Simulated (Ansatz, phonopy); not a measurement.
# AgSb2 (hypothetical, Fm-3m): a volume series of phonon spectra, part 4 of 4

Which modes of AgSb2 (hypothetical) drive its thermal expansion? The crystal structure is hypothetical: it was made by swapping elements on a known structure type.

Ansatz 0.2.0; DFT PBE, scalar-relativistic, plane waves, PAW.

So far. Step 13 (Lattice dynamics at this volume, V/V0 0.97): No mode is imaginary beyond numerical noise at the solved wavevectors. The highest zone-centre mode (no LO–TO term) moved by +7.9 % for a volume change of -3.0 %. Step 14 (Single point at a scaled cell, V/V0 1.05): The run ends at a pressure of -2.66 GPa.

### Step 15. Lattice dynamics at this volume, V/V0 1.05

The same q-mesh and k-mesh are kept at every volume, so that much of their error can cancel in the differences.

The input, input.yaml:

```yaml
crystal:
  lattice:
    - [0.0, 3.4980940998, 3.4980940998]
    - [3.4980940998, 0.0, 3.4980940998]
    - [3.4980940998, 3.4980940998, 0.0]
  atoms:
    - { symbol: Sb, position: [0.25, 0.25, 0.25] }
    - { symbol: Sb, position: [0.75, 0.75, 0.75] }
    - { symbol: Ag, position: [0.0, 0.0, 0.0] }
kpoints:
  mp_grid: { grid: [12, 12, 12] }
hamiltonian:
  xc: pbe
scf:
  occupations: { method: methfessel_paxton, width: 0.15 }
output:
  eigenvalues: true
phonons:
  method: dfpt
  qmesh: [2, 2, 2]
  temperatures: { t_max: 1000, t_step: 50 }
  qpath:
    path:
      - [[0.0, 0.0, 0.0], [0.5, 0.0, 0.5], [0.625, 0.25, 0.625]]
      - [[0.375, 0.375, 0.75], [0.0, 0.0, 0.0], [0.5, 0.5, 0.5], [0.5, 0.25, 0.75], [0.5, 0.0, 0.5]]
    npoints: 10
```

On the command line:

```sh
$ ansatz run input.yaml --threads 4 --pin off --max-ram 8192MiB --backend cpu --events-out ev --progress --plain --runs-dir out
```

Numbers of over 12 decimals in the logs are rounded to 6 here.

What it wrote:

```text
[...]
Crystal: 3 atoms, lattice volume = 85.610 Å³
Basis set: ecut = 420 eV, 1687 PW (Γ), exchange–correlation on 72×72×72 points (8 copies of the dense FFT grid, shifted against one another)
Bands: 30, of which v1, the nominal top of the filled ones, is band 25 counted from 1 (24 counted from 0)
Symmetry: 48 space group operations
k-points: 72 of 1728
[...]
k-point 71: bands = [... 21 lower, 5.6535, 6.6505, 9.5315, 9.5315, 13.1853, 13.2095, 13.7396, 14.3499, ... 1 higher]
[...]
ASR residual: 3.383e-5 → 0.000e0 eV/Å²; symmetrization residual: 1.243e-4 eV/Å²
  ASR residual per site (eV/Å²): 3.38e-5 3.38e-5 1.85e-7
  Γ frequencies (cm⁻¹): 0.00 0.00 0.00 49.28 49.28 49.28 87.35 87.35 87.35
--- Phonons (arbitrary-q DFPT): 3 irreducible q on the 2×2×2 mesh ---
[...]
interpolated dispersion: 62 rows × 9 modes
[...]
[key lines of the parts left out:]
SCF converged after 8 iterations
Free energy (F): -20559.082821 eV
Fermi energy:    10.138309 eV
```

Run time: 2.5 min. Hardware: 4 threads of Arm Neoverse V2, shared host; peak memory 2.9 GiB.

No mode is imaginary beyond numerical noise at the solved wavevectors. The highest zone-centre mode (no LO–TO term) moved by -12.5 % for a volume change of +5.0 %.

### Step 16. Mode Grüneisen parameters

This step: DFT PBE, scalar-relativistic, plane waves, PAW (phonopy 4.10.0).

Numbers from this step:

| Quantity | Value |
| --- | --- |
| share of modes with a negative Grüneisen parameter | 0 |

Mean Grüneisen, by row:

```csv
T (K),heat-capacity-weighted mean,root mean square
50,2.416,2.565
100,2.468,2.597
200,2.482,2.606
300,2.484,2.607
500,2.486,2.608
800,2.486,2.608
```

The mean mode Grueneisen parameter by wavenumber:

```csv
wavenumber (cm⁻¹),mean mode Grueneisen parameter
1.9,-
5.7,-
13.3,0.377
17.1,0.42
24.7,1.04
28.5,1.68
32.3,3.05
39.9,2.17
43.8,1.99
47.6,2.49
55.2,2.59
59.0,2.29
66.6,3.19
70.4,2.71
74.2,2.08
81.8,2.16
85.6,2.26
89.4,2.37
97.0,2.54
100.8,2.66
108.4,2.86
112.2,2.79
```

Volume series, by row:

```csv
V/V0,V (Å³/atom),pressure (GPa),E - E0 (meV/atom),gap (eV),zero-point energy (meV/atom),lowest on the path (cm⁻¹),highest at Gamma without the LO-TO term (cm⁻¹)
0.97,26.36,2.018,4.963,0,15.05,0,107.8
0.985,26.77,0.964,1.2,0,14.49,0,103.8
1,27.18,0,0,0,13.95,0,99.84
1.015,27.59,-0.882,1.142,0,13.41,0,96
1.03,27.99,-1.688,4.429,0,12.88,0,92.25
1.05,28.54,-2.657,11.83,0,12.17,0,87.35
```

The optical frequency at Gamma without the LO-TO term by V/V0:

```csv
V/V0,mode 4 (cm⁻¹),mode 7 (cm⁻¹)
0.9700,77,108
0.9850,71.8,104
1.0000,66.6,99.8
1.0150,61.5,96
1.0300,56.3,92.2
1.0500,49.3,87.3
```

Grüneisen at points, by row:

```csv
point,branch,frequency (cm⁻¹),mode Grüneisen parameter
Γ,4,66.6,5.16
Γ,7,99.8,2.59
X,1,30.4,6.48
X,3,61.7,1.84
X,5,75.8,1.2
X,6,85.7,2.52
X,7,97.7,2.86
X,8,102.7,3.84
U,1,30.2,4.46
U,2,45,2.75
U,3,55.8,1.39
U,4,66.1,2.09
U,5,76.1,1.19
U,6,91.5,3.26
U,7,99.6,2.47
U,8,106.8,3.37
U,9,110,3.16
K,1,30.2,4.46
K,2,45,2.75
K,3,55.8,1.39
K,4,66.1,2.09
K,5,76.1,1.19
K,6,91.5,3.26
K,7,99.6,2.47
K,8,106.8,3.37
K,9,110,3.16
L,1,29.1,0.77
L,3,57,2.06
L,4,75.2,2.66
L,6,102.7,1.82
L,7,113,2.39
L,8,114.3,2.51
W,1,39.4,2.75
W,2,45.3,2.47
W,4,71.4,1.29
W,5,77.4,1.16
W,6,91.8,3.26
W,7,100.8,3.03
W,9,112.7,3.28
```

### Step 17. Free-energy fit

This step gave:

| Quantity | Value |
| --- | --- |
| volume expansion coefficient at 300 K | 79.01 1e-6/K |
| isothermal bulk modulus at 300 K | 50.73 GPa |
| C_P at 300 K | 26.28 J/mol-atom/K |
| Grüneisen parameter at 300 K | 2.716 |

The energy (each curve on its own zero) by volume; values in meV/atom:

```csv
volume (Å³/atom),static,F at 0 K,F at 300 K,F at 900 K
26.362,4.96,6.35,12.5,27.3
26.770,1.2,2.04,5.94,15.3
27.178,0,0.29,1.86,5.55
27.585,1.14,0.89,0.02,-2.18
27.993,4.43,3.65,0.17,-8.2
28.537,11.8,10.3,3.09,-14.1
```

Phonopy-qha, vinet fit of F(V) at each temperature; no electronic free energy. Qha vinet, by row:

```csv
T (K),fitted volume (Å³/atom),alpha_V (1e-6/K),B_T (GPa),C_P (J/mol-atom/K),Grueneisen
75,27.33,52.88,58.99,21.12,2.466
100,27.37,59.07,58.2,22.95,2.52
125,27.41,62.85,57.37,23.91,2.551
150,27.46,65.65,56.51,24.51,2.576
175,27.5,68,55.62,24.93,2.598
200,27.55,70.18,54.7,25.26,2.62
225,27.6,72.31,53.76,25.54,2.643
250,27.65,74.45,52.78,25.8,2.666
275,27.7,76.68,51.77,26.04,2.691
300,27.76,79.01,50.73,26.28,2.716
325,27.81,81.48,49.67,26.53,2.743
350,27.87,84.13,48.56,26.78,2.771
375,27.93,86.97,47.43,27.05,2.801
400,27.99,90.05,46.26,27.34,2.832
425,28.06,93.39,45.05,27.65,2.865
450,28.12,97.04,43.81,27.98,2.9
475,28.19,101,42.53,28.35,2.937
```

Table of volume expansion coefficient, phonopy-qha, Vinet by temperature:

```csv
temperature (K),"volume expansion coefficient, phonopy-qha, Vinet (1e-6/K)"
75,52.9
100,59.1
125,62.9
150,65.7
175,68
200,70.2
225,72.3
250,74.5
275,76.7
300,79.0
325,81.5
350,84.1
375,87.0
400,90.0
425,93.4
450,97.0
475,101
```

The fit gives a volume expansion of 79.0 × 10⁻⁶/K at 300 K.

### Step 18. Outcome

* volume expansion coefficient at 300 K: 79.01 1e-6/K
* isothermal bulk modulus at 300 K: 50.73 GPa
* C_P at 300 K: 26.28 J/mol-atom/K
* Grüneisen parameter at 300 K: 2.716
* mean mode Grüneisen parameter at 300 K: 2.48

**Reading.** Near room temperature AgSb2 (hypothetical) expands by 79.0 × 10⁻⁶/K in volume by PBE, with C_P = 26.3 J/(mol K) per mole of atoms and B_T = 50.7 GPa. The q-mesh is coarse, and the expansion can converge slowly with it. The table stops at 475 K because beyond it the fitted volume comes within 1 % of the largest computed cell, where the fit loses its support. C_P at room temperature is 105 % of the classical 3R an atom. The fit leaves out the electrons' free energy, which adds to C_P and to the expansion of a metal at high temperature. The heat-capacity-weighted Grüneisen parameter goes from 2.42 at 50 K to 2.49 at 800 K. Weighting γ by the density of states and each mode's heat capacity at 300 K, modes below 40 cm⁻¹ give about 15 % of the sum of γC that drives the expansion, those up to 80 cm⁻¹ 38 % and the rest 47 %. Among the labelled points γ is largest for branch 1 at X (30.4 cm⁻¹, 6.5) and smallest for branch 1 at L (29.1 cm⁻¹, 0.77). The program warned that a few bands missed the eigensolver's threshold in at least one of the runs.

[Logs are printed without paths, hosts, clocks, repeated set-up lines and the standing remarks that a program may print on its own settings, such as how far it seeks lower states.]

[Hosts, paths, dates, database ids (printed as entryN), source tags and the programs' standing remarks are cut or masked in the printed files.]

[A step with changed settings may run another functional than the one named; its input shows which.]


